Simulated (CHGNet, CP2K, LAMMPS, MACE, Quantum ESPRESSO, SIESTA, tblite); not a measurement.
# Bulk modulus two ways: glassy 63SiO2-22Al2O3-15ZnO (mol %) (89 atoms), QE, PBE

The cell holds 89 atoms (17 Si, 12 Al, 4 Zn and 56 O). Recipe: 89 atoms (17 Si, 12 Al, 4 Zn, 56 O) placed at random at 2.7 g/cm³, melted at 4000 K for 10 ps at fixed volume with the Morse and Coulomb pair potential with partial charges (Pedone, Malavasi, Menziani, Cormack and Segre, J. Phys. Chem. B 110, 11780 (2006)). Quenched from 4000 K to 300 K at 20 K/ps and fixed volume, held 10 ps at zero pressure, then minimised at fixed cell. Then the atoms were relaxed with MACE MP-0b3 medium in the fixed cell.

Calculated with Quantum ESPRESSO 7.5: PBE; plane waves, SSSP efficiency, 60/480 Ry; k-points Γ. The cell is scaled evenly by ±3 % in volume, and MACE MP-0b3 medium relaxes the atoms at each volume before the single point.

```
volume (Å³/atom)  energy less the middle row's (meV/atom)  pressure (GPa)
          12.111                                   12.601           6.608
          12.486                                    0.000           4.189
          12.861                                   -7.212           1.769
```

Task: Find the bulk modulus at the middle volume from the pressures and from the energies, and check the printed pressure against the slope of the energy (1 meV/Å³ = 0.16022 GPa).

Worked:

The step is h = 0.3746 Å³. From pressures: B = −V dP/dV = 12.486 × (6.608 − (1.769)) / (2 × 0.3746) = 80.7 GPa.

From energies: B = V d²E/dV² = 12.486 × (12.601 + (-7.212)) / 0.3746² = 479.6 meV/Å³ = 76.8 GPa.

Slope: P = −dE/dV = −(-7.212 − (12.601)) / (2 × 0.3746) = 26.4 meV/Å³ = 4.24 GPa, against 4.19 GPa printed.

The two moduli agree within 5 %.

A central difference over ±3 % overstates P by about B(1 + B′)(0.03)²/6, some 0.06 GPa for B′ = 4. The atoms follow MACE MP-0b3 medium, so this level's forces do work along the path, which enters the energies but not the printed pressures.

Limits: three points, a static cell at zero temperature, the cell shape held; the modulus is that at 4.2 GPa, not at zero pressure.

[Logs are printed without paths, hosts, clocks, repeated set-up lines and the standing remarks that a program may print on its own settings, such as how far it seeks lower states.]

[Hosts, paths, dates, database ids (printed as entryN), source tags and the programs' standing remarks are cut or masked in the printed files.]
